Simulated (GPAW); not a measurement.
# Settings that the conductance of a Au chain with a Cl atom on top of one atom needs, part 3 of 4

Aim: the cheapest settings that leave the conductance of a Au chain with a Cl atom on top of one atom unchanged.

GPAW 26.7.0; GPAW LCAO, PAW setups; Landauer transmission from Green's functions with principal layers (ASE), zero bias.

So far, transmission at the Fermi level (one spin): step 2 (base settings) 0.298; step 11 (varying the density threshold: conv = 0.001) 0.295; step 14 (SCF mesh 1×1×1) 0.292; step 15 (SCF mesh 1×1×2) 0.294; step 16 (SCF mesh 1×1×6) 0.297. Also open channels of the lead at the Fermi level (one spin): step 11 1; step 16 1.

### Step 18. Varying the width of the vacuum box

The images of the wire across the vacuum must not overlap or polarise each other.

This step: GPAW LCAO, PAW setups; Landauer transmission from Green's functions with principal layers (ASE), zero bias (GPAW 26.7.0).

The cell differs from the one that the last finished run ended in (a 9.000 → 5.000 Å, b 9.000 → 5.000 Å).

File run.py:

```python
import json
import numpy as np
from ase import Atoms
from ase.transport.calculators import TransportCalculator
from gpaw import GPAW, FermiDirac
from gpaw.lcao.tools import get_lcao_hamiltonian
from scipy.linalg import eigh

# The junction with lead layers at both ends, along the third cell vector
device = Atoms(
    ['Au', 'Au', 'Au', 'Au', 'Au', 'Au', 'Cl', 'Au', 'Au', 'Au', 'Au', 'Au'],
    positions=[
        [2.50000, 2.50000, 1.30000],
        [2.50000, 2.50000, 3.90000],
        [2.50000, 2.50000, 6.50000],
        [2.50000, 2.50000, 9.10000],
        [2.50000, 2.50000, 11.70000],
        [2.50000, 2.50000, 14.30000],
        [4.61420, 2.50000, 14.30000],
        [2.50000, 2.50000, 16.90000],
        [2.50000, 2.50000, 19.50000],
        [2.50000, 2.50000, 22.10000],
        [2.50000, 2.50000, 24.70000],
        [2.50000, 2.50000, 27.30000]],
    cell=[[5.0, 0.0, 0.0], [0.0, 5.0, 0.0], [0.0, 0.0, 28.6]],
    pbc=True)

# One principal layer of the lead: the first 3 atoms of the device
lead = Atoms(
    ['Au', 'Au', 'Au'],
    positions=[
        [2.50000, 2.50000, 1.30000],
        [2.50000, 2.50000, 3.90000],
        [2.50000, 2.50000, 6.50000]],
    cell=[[5.0, 0.0, 0.0], [0.0, 5.0, 0.0], [0.0, 0.0, 7.8]],
    pbc=True)

settings = dict(mode='lcao', basis='dzp', xc='PBE', h=0.2,
                occupations=FermiDirac(0.1), maxiter=250,
                mixer=dict(beta=0.1, nmaxold=8, weight=100.0),
                convergence=dict(density=0.0001))
energies = np.arange(-2, 2 + 1e-9, 0.05)
eta = 0.0001
n1, n2 = 1, 1
# k and -k transmit alike, so half of the mesh across the current serves
mesh = [(i, j) for i in range(n1) for j in range(n2) if (i, j) <= (-i % n1, -j % n2)]
weights = np.array([1 if (i, j) == (-i % n1, -j % n2) else 2 for i, j in mesh]) / (n1 * n2)

# [... helper functions left out ...]
fermi_lead = ground_state(lead, (1, 1, 15), 'lead.txt')
fermi_device = ground_state(device, (1, 1, 3), 'device.txt')
# [... loop over the mesh left out, but for ...]
        # Shift the lead onto the potential of the device's first layer
        shift = ((H[:, 0, 0] - H0[:, 0, 0]) / S0[0, 0]).real.mean()
# [...]
kT = 8.617333e-5 * 77
bias = [0.1, 0.2, 0.5, 1.0, 1.5, 2.0]
# [... integrals and printing left out ...]
```

Command:

```
$ OMP_NUM_THREADS=1 OPENBLAS_NUM_THREADS=2 python run.py
```

The program printed:

```text
basis functions: device 178, principal layer 45
Fermi level: lead -2.6191 eV, device -2.3036 eV; lead shifted by -0.0027 eV
largest coupling past the next layer 2.46e-07 eV, largest misfit of the first layer 0.011 eV
  E-E_F (eV)   T (one spin)  channels
    -2.000    2.2415e+00    3.0000
    -1.950    2.2042e+00    3.0000
    -1.900    2.3184e+00    3.0000
    -1.850    2.5147e+00    3.0000
    -1.800    2.6858e+00    3.0000
    -1.750    2.7584e+00    3.0000
    -1.700    2.7495e+00    3.0000
    -1.650    2.7019e+00    3.0000
    -1.600    2.6415e+00    3.0000
    -1.550    2.5794e+00    3.0000
    -1.500    2.5193e+00    3.0000
    -1.450    2.4623e+00    3.0000
    -1.400    2.4085e+00    3.0000
    -1.350    2.3581e+00    3.0000
    -1.300    2.3133e+00    3.0000
    -1.250    2.3551e+00    4.0000
[...]
1.650    9.6530e-01    1.0000
     1.700    9.6539e-01    1.0000
     1.750    9.6553e-01    1.0000
     1.800    9.6572e-01    1.0000
     1.850    9.6594e-01    1.0000
     1.900    9.6620e-01    1.0000
     1.950    9.6649e-01    1.0000
     2.000    9.6681e-01    1.0000
conductance at 77 K: 0.36052 G0 a cell; thermopower -14.56 uV/K
current from the zero-bias T(E) at 0.1 V: 2.7964 uA
current from the zero-bias T(E) at 0.2 V: 6.3955 uA
current from the zero-bias T(E) at 0.5 V: 25.773 uA
current from the zero-bias T(E) at 1.0 V: 77.329 uA
current from the zero-bias T(E) at 1.5 V: 130.72 uA
current from the zero-bias T(E) at 2.0 V: 189.98 uA
```

The job ended after 32 s (2 threads of Intel Xeon Platinum 8559C (Emerald Rapids), shared host; peak memory 0.53 GiB).

Numbers from this step:

- conductance: 0.3605 G₀
- largest misfit of the first principal layer: 0.01062 eV
- shift that aligns the lead: -0.002698 eV
- transmission at the Fermi level (one spin): 0.3647

One spin. Table of transmission, zone mean by energy, zero at the Fermi level:

energy (eV), transmission, zone mean and a bar from the least value:
```
   -2.000       2.24 ####################
   -1.800       2.69 ########################
   -1.750       2.76 #########################
   -1.600       2.64 ########################
   -1.400       2.41 ######################
   -1.200       3.04 ############################
   -1.150       3.21 ##############################
   -1.000       2.59 #######################
   -0.800       1.79 ###############
   -0.600       1.75 ###############
   -0.400       1.73 ##############
   -0.200       0.90 ######
    0.000       0.36 
    0.200       0.82 #####
    0.400       0.99 #######
    0.600       1.00 #######
    0.800       0.98 #######
    1.000       0.97 ######
    1.200       0.97 ######
    1.400       0.97 ######
    1.600       0.97 ######
    1.800       0.97 ######
    2.000       0.97 ######
```

Crossings of the lead's bands, unfolded to its shortest repeat. The open channels, zone mean by energy, zero at the Fermi level:

```
energy (eV)  open channels, zone mean
      -2.00                         3
      -1.85                         3
      -1.70                         3
      -1.60                         3
      -1.45                         3
      -1.30                         3
      -1.15                         6
      -1.05                         6
      -0.90                         6
      -0.75                         6
      -0.60                         4
      -0.50                         4
      -0.35                         4
      -0.20                         3
      -0.05                         1
       0.00                         1
       0.05                         1
       0.20                         1
       0.35                         1
       0.50                         1
       0.60                         1
       0.75                         1
       0.90                         1
       1.05                         1
       1.15                         1
       1.30                         1
       1.45                         1
       1.60                         1
       1.70                         1
       1.85                         1
       2.00                         1
```

Not self-consistent under bias; the bias window is split evenly. Current through one cell, from the zero-bias transmission against bias:

```
bias (V)  current through one cell, from the zero-bias transmission (μA)
   0.100                                                            2.80
   0.200                                                            6.40
   0.500                                                            25.8
   1.000                                                            77.3
   1.500                                                             131
   2.000                                                             190
```

The conductance, 0.361 G₀, lies 21 % above that of the base run.

### Step 19. Width of the vacuum box, box 6 Å

The cell differs from the one that the last finished run ended in (a 5.000 → 6.000 Å, b 5.000 → 6.000 Å).

Edit run.py of step 18 so:

```diff
@@ -12,15 +12,15 @@
     positions=[
-        [2.50000, 2.50000, 1.30000],
-        [2.50000, 2.50000, 3.90000],
-        [2.50000, 2.50000, 6.50000],
-        [2.50000, 2.50000, 9.10000],
-        [2.50000, 2.50000, 11.70000],
-        [2.50000, 2.50000, 14.30000],
-        [4.61420, 2.50000, 14.30000],
-        [2.50000, 2.50000, 16.90000],
-        [2.50000, 2.50000, 19.50000],
-        [2.50000, 2.50000, 22.10000],
-        [2.50000, 2.50000, 24.70000],
-        [2.50000, 2.50000, 27.30000]],
-    cell=[[5.0, 0.0, 0.0], [0.0, 5.0, 0.0], [0.0, 0.0, 28.6]],
+        [3.00000, 3.00000, 1.30000],
+        [3.00000, 3.00000, 3.90000],
+        [3.00000, 3.00000, 6.50000],
+        [3.00000, 3.00000, 9.10000],
+        [3.00000, 3.00000, 11.70000],
+        [3.00000, 3.00000, 14.30000],
+        [5.11420, 3.00000, 14.30000],
+        [3.00000, 3.00000, 16.90000],
+        [3.00000, 3.00000, 19.50000],
+        [3.00000, 3.00000, 22.10000],
+        [3.00000, 3.00000, 24.70000],
+        [3.00000, 3.00000, 27.30000]],
+    cell=[[6.0, 0.0, 0.0], [0.0, 6.0, 0.0], [0.0, 0.0, 28.6]],
     pbc=True)
@@ -31,6 +31,6 @@
     positions=[
-        [2.50000, 2.50000, 1.30000],
-        [2.50000, 2.50000, 3.90000],
-        [2.50000, 2.50000, 6.50000]],
-    cell=[[5.0, 0.0, 0.0], [0.0, 5.0, 0.0], [0.0, 0.0, 7.8]],
+        [3.00000, 3.00000, 1.30000],
+        [3.00000, 3.00000, 3.90000],
+        [3.00000, 3.00000, 6.50000]],
+    cell=[[6.0, 0.0, 0.0], [0.0, 6.0, 0.0], [0.0, 0.0, 7.8]],
     pbc=True)
```

The program printed:

```text
basis functions: device 178, principal layer 45
Fermi level: lead -3.3874 eV, device -3.1230 eV; lead shifted by 0.0028 eV
largest coupling past the next layer 2.46e-07 eV, largest misfit of the first layer 0.013 eV
  E-E_F (eV)   T (one spin)  [channel counts left out]
    -2.000    1.8217e+00
    -1.950    1.7783e+00
    -1.900    1.7676e+00
    -1.850    1.8761e+00
    -1.800    2.1504e+00
    -1.750    2.4134e+00
    -1.700    2.5149e+00
    -1.650    2.5050e+00
    -1.600    2.4533e+00
    -1.550    2.3922e+00
    -1.500    2.3338e+00
    -1.450    2.2838e+00
    -1.400    2.2478e+00
    -1.350    2.2382e+00
    -1.300    2.2953e+00
    -1.250    2.6648e+00
[...]
1.650    9.9493e-01
     1.700    9.9431e-01
     1.750    9.9372e-01
     1.800    9.9315e-01
     1.850    9.9262e-01
     1.900    9.9211e-01
     1.950    9.9163e-01
     2.000    9.9118e-01
conductance at 77 K: 0.038484 G0 a cell; thermopower 29.63 uV/K
current from the zero-bias T(E) at 0.1 V: 0.31402 uA
current from the zero-bias T(E) at 0.2 V: 0.87161 uA
current from the zero-bias T(E) at 0.5 V: 8.0959 uA
current from the zero-bias T(E) at 1.0 V: 39.459 uA
current from the zero-bias T(E) at 1.5 V: 80.802 uA
current from the zero-bias T(E) at 2.0 V: 128.01 uA
```

Run time: 27 s. Hardware: 2 threads; peak memory 0.58 GiB.

This step gave:

```
conductance                                 : 0.03848 G₀
largest misfit of the first principal layer : 0.01338 eV
shift that aligns the lead                  : 0.002811 eV
transmission at the Fermi level (one spin)  : 0.03891
```

One spin. Table of transmission, zone mean by energy, zero at the Fermi level:

energy (eV), transmission, zone mean and a bar:
```
    -2.00       1.82 ####################
    -1.90       1.77 ####################
    -1.80       2.15 ########################
    -1.70       2.51 ############################
    -1.55       2.39 ###########################
    -1.45       2.28 ##########################
    -1.35       2.24 #########################
    -1.25       2.66 ##############################
    -1.15       1.69 ###################
    -1.05       1.61 ##################
    -0.90       1.40 ################
    -0.80       1.48 #################
    -0.70       1.32 ###############
    -0.60       1.28 ##############
    -0.50       1.25 ##############
    -0.40       1.26 ##############
    -0.25       1.21 ##############
    -0.15       0.47 #####
    -0.05       0.07 #
     0.00       0.04 
     0.05       0.01 
     0.15       0.00 
     0.25       0.08 #
     0.40       0.42 #####
     0.50       0.67 ########
     0.60       0.83 #########
     0.70       0.92 ##########
     0.80       0.96 ###########
     0.90       0.98 ###########
     1.05       1.00 ###########
     1.15       1.00 ###########
     1.25       1.00 ###########
     1.35       1.00 ###########
     1.45       1.00 ###########
     1.55       1.00 ###########
     1.70       0.99 ###########
     1.80       0.99 ###########
     1.90       0.99 ###########
     2.00       0.99 ###########
```

Not self-consistent under bias; the bias window is split evenly. Table of current through one cell, from the zero-bias transmission by bias:

```csv
bias (V),"current through one cell, from the zero-bias transmission (μA)"
0.100,0.314
0.200,0.872
0.500,8.10
1.000,39.5
1.500,80.8
2.000,128
```

The conductance, 0.0385 G₀, lies a factor of 7.7 below that of the base run.

### Step 20. Varying the width of the vacuum box, box 7.5 Å

The cell differs from the one that the last finished run ended in (a 6.000 → 7.500 Å, b 6.000 → 7.500 Å).

Edit run.py of step 19 so:

```diff
@@ -12,15 +12,15 @@
     positions=[
-        [3.00000, 3.00000, 1.30000],
-        [3.00000, 3.00000, 3.90000],
-        [3.00000, 3.00000, 6.50000],
-        [3.00000, 3.00000, 9.10000],
-        [3.00000, 3.00000, 11.70000],
-        [3.00000, 3.00000, 14.30000],
-        [5.11420, 3.00000, 14.30000],
-        [3.00000, 3.00000, 16.90000],
-        [3.00000, 3.00000, 19.50000],
-        [3.00000, 3.00000, 22.10000],
-        [3.00000, 3.00000, 24.70000],
-        [3.00000, 3.00000, 27.30000]],
-    cell=[[6.0, 0.0, 0.0], [0.0, 6.0, 0.0], [0.0, 0.0, 28.6]],
+        [3.75000, 3.75000, 1.30000],
+        [3.75000, 3.75000, 3.90000],
+        [3.75000, 3.75000, 6.50000],
+        [3.75000, 3.75000, 9.10000],
+        [3.75000, 3.75000, 11.70000],
+        [3.75000, 3.75000, 14.30000],
+        [5.86420, 3.75000, 14.30000],
+        [3.75000, 3.75000, 16.90000],
+        [3.75000, 3.75000, 19.50000],
+        [3.75000, 3.75000, 22.10000],
+        [3.75000, 3.75000, 24.70000],
+        [3.75000, 3.75000, 27.30000]],
+    cell=[[7.5, 0.0, 0.0], [0.0, 7.5, 0.0], [0.0, 0.0, 28.6]],
     pbc=True)
@@ -31,6 +31,6 @@
     positions=[
-        [3.00000, 3.00000, 1.30000],
-        [3.00000, 3.00000, 3.90000],
-        [3.00000, 3.00000, 6.50000]],
-    cell=[[6.0, 0.0, 0.0], [0.0, 6.0, 0.0], [0.0, 0.0, 7.8]],
+        [3.75000, 3.75000, 1.30000],
+        [3.75000, 3.75000, 3.90000],
+        [3.75000, 3.75000, 6.50000]],
+    cell=[[7.5, 0.0, 0.0], [0.0, 7.5, 0.0], [0.0, 0.0, 7.8]],
     pbc=True)
```

The program printed:

```text
basis functions: device 178, principal layer 45
Fermi level: lead -4.1546 eV, device -3.9152 eV; lead shifted by 0.0030 eV
largest coupling past the next layer 2.46e-07 eV, largest misfit of the first layer 0.015 eV
  E-E_F (eV)   T (one spin)  channels
    -2.000    1.7099e+00    3.0000
    -1.950    1.8885e+00    3.0000
    -1.900    2.1334e+00    3.0000
[...]
1.950    9.9916e-01    1.0000
     2.000    9.9892e-01    1.0000
conductance at 77 K: 0.27824 G0 a cell; thermopower 4.41 uV/K
current from the zero-bias T(E) at 0.1 V: 2.161 uA
current from the zero-bias T(E) at 0.2 V: 4.3932 uA
current from the zero-bias T(E) at 0.5 V: 13.919 uA
current from the zero-bias T(E) at 1.0 V: 35.189 uA
current from the zero-bias T(E) at 1.5 V: 60 uA
current from the zero-bias T(E) at 2.0 V: 96.456 uA
```

It took 33 s on 2 threads; peak memory 0.75 GiB.

The conductance, 0.278 G₀, lies 6.6 % below that of the base run.

### Step 21. Varying the width of the vacuum box, box 11 × 11 Å

The cell differs from the one that the last finished run ended in (a 7.500 → 11.000 Å, b 7.500 → 11.000 Å).

Edit run.py of step 20 so:

```diff
@@ -12,15 +12,15 @@
     positions=[
-        [3.75000, 3.75000, 1.30000],
-        [3.75000, 3.75000, 3.90000],
-        [3.75000, 3.75000, 6.50000],
-        [3.75000, 3.75000, 9.10000],
-        [3.75000, 3.75000, 11.70000],
-        [3.75000, 3.75000, 14.30000],
-        [5.86420, 3.75000, 14.30000],
-        [3.75000, 3.75000, 16.90000],
-        [3.75000, 3.75000, 19.50000],
-        [3.75000, 3.75000, 22.10000],
-        [3.75000, 3.75000, 24.70000],
-        [3.75000, 3.75000, 27.30000]],
-    cell=[[7.5, 0.0, 0.0], [0.0, 7.5, 0.0], [0.0, 0.0, 28.6]],
+        [5.50000, 5.50000, 1.30000],
+        [5.50000, 5.50000, 3.90000],
+        [5.50000, 5.50000, 6.50000],
+        [5.50000, 5.50000, 9.10000],
+        [5.50000, 5.50000, 11.70000],
+        [5.50000, 5.50000, 14.30000],
+        [7.61420, 5.50000, 14.30000],
+        [5.50000, 5.50000, 16.90000],
+        [5.50000, 5.50000, 19.50000],
+        [5.50000, 5.50000, 22.10000],
+        [5.50000, 5.50000, 24.70000],
+        [5.50000, 5.50000, 27.30000]],
+    cell=[[11.0, 0.0, 0.0], [0.0, 11.0, 0.0], [0.0, 0.0, 28.6]],
     pbc=True)
@@ -31,6 +31,6 @@
     positions=[
-        [3.75000, 3.75000, 1.30000],
-        [3.75000, 3.75000, 3.90000],
-        [3.75000, 3.75000, 6.50000]],
-    cell=[[7.5, 0.0, 0.0], [0.0, 7.5, 0.0], [0.0, 0.0, 7.8]],
+        [5.50000, 5.50000, 1.30000],
+        [5.50000, 5.50000, 3.90000],
+        [5.50000, 5.50000, 6.50000]],
+    cell=[[11.0, 0.0, 0.0], [0.0, 11.0, 0.0], [0.0, 0.0, 7.8]],
     pbc=True)
```

The program printed:

```text
basis functions: device 178, principal layer 45
Fermi level: lead -5.0185 eV, device -4.8335 eV; lead shifted by -0.0015 eV
largest coupling past the next layer 2.46e-07 eV, largest misfit of the first layer 0.015 eV
  E-E_F (eV)   T (one spin)  [channel counts left out]
    -2.000    1.6838e+00
    -1.950    1.7985e+00
    -1.900    2.0429e+00
[...]
1.950    9.9949e-01
     2.000    9.9946e-01
conductance at 77 K: 0.29977 G0 a cell; thermopower 3.443 uV/K
current from the zero-bias T(E) at 0.1 V: 2.327 uA
current from the zero-bias T(E) at 0.2 V: 4.6998 uA
current from the zero-bias T(E) at 0.5 V: 14.657 uA
current from the zero-bias T(E) at 1.0 V: 36.267 uA
current from the zero-bias T(E) at 1.5 V: 58.485 uA
current from the zero-bias T(E) at 2.0 V: 92.345 uA
```

Wall time 55 s (2 threads); peak memory 1.3 GiB.

The conductance, 0.300 G₀, lies 0.6 % above that of the base run.

[end of part 3 of 4]

[Logs are printed without paths, hosts, clocks, repeated set-up lines and the standing remarks that a program may print on its own settings, such as how far it seeks lower states.]

[Hosts, paths, dates, database ids (printed as entryN), source tags and the programs' standing remarks are cut or masked in the printed files.]
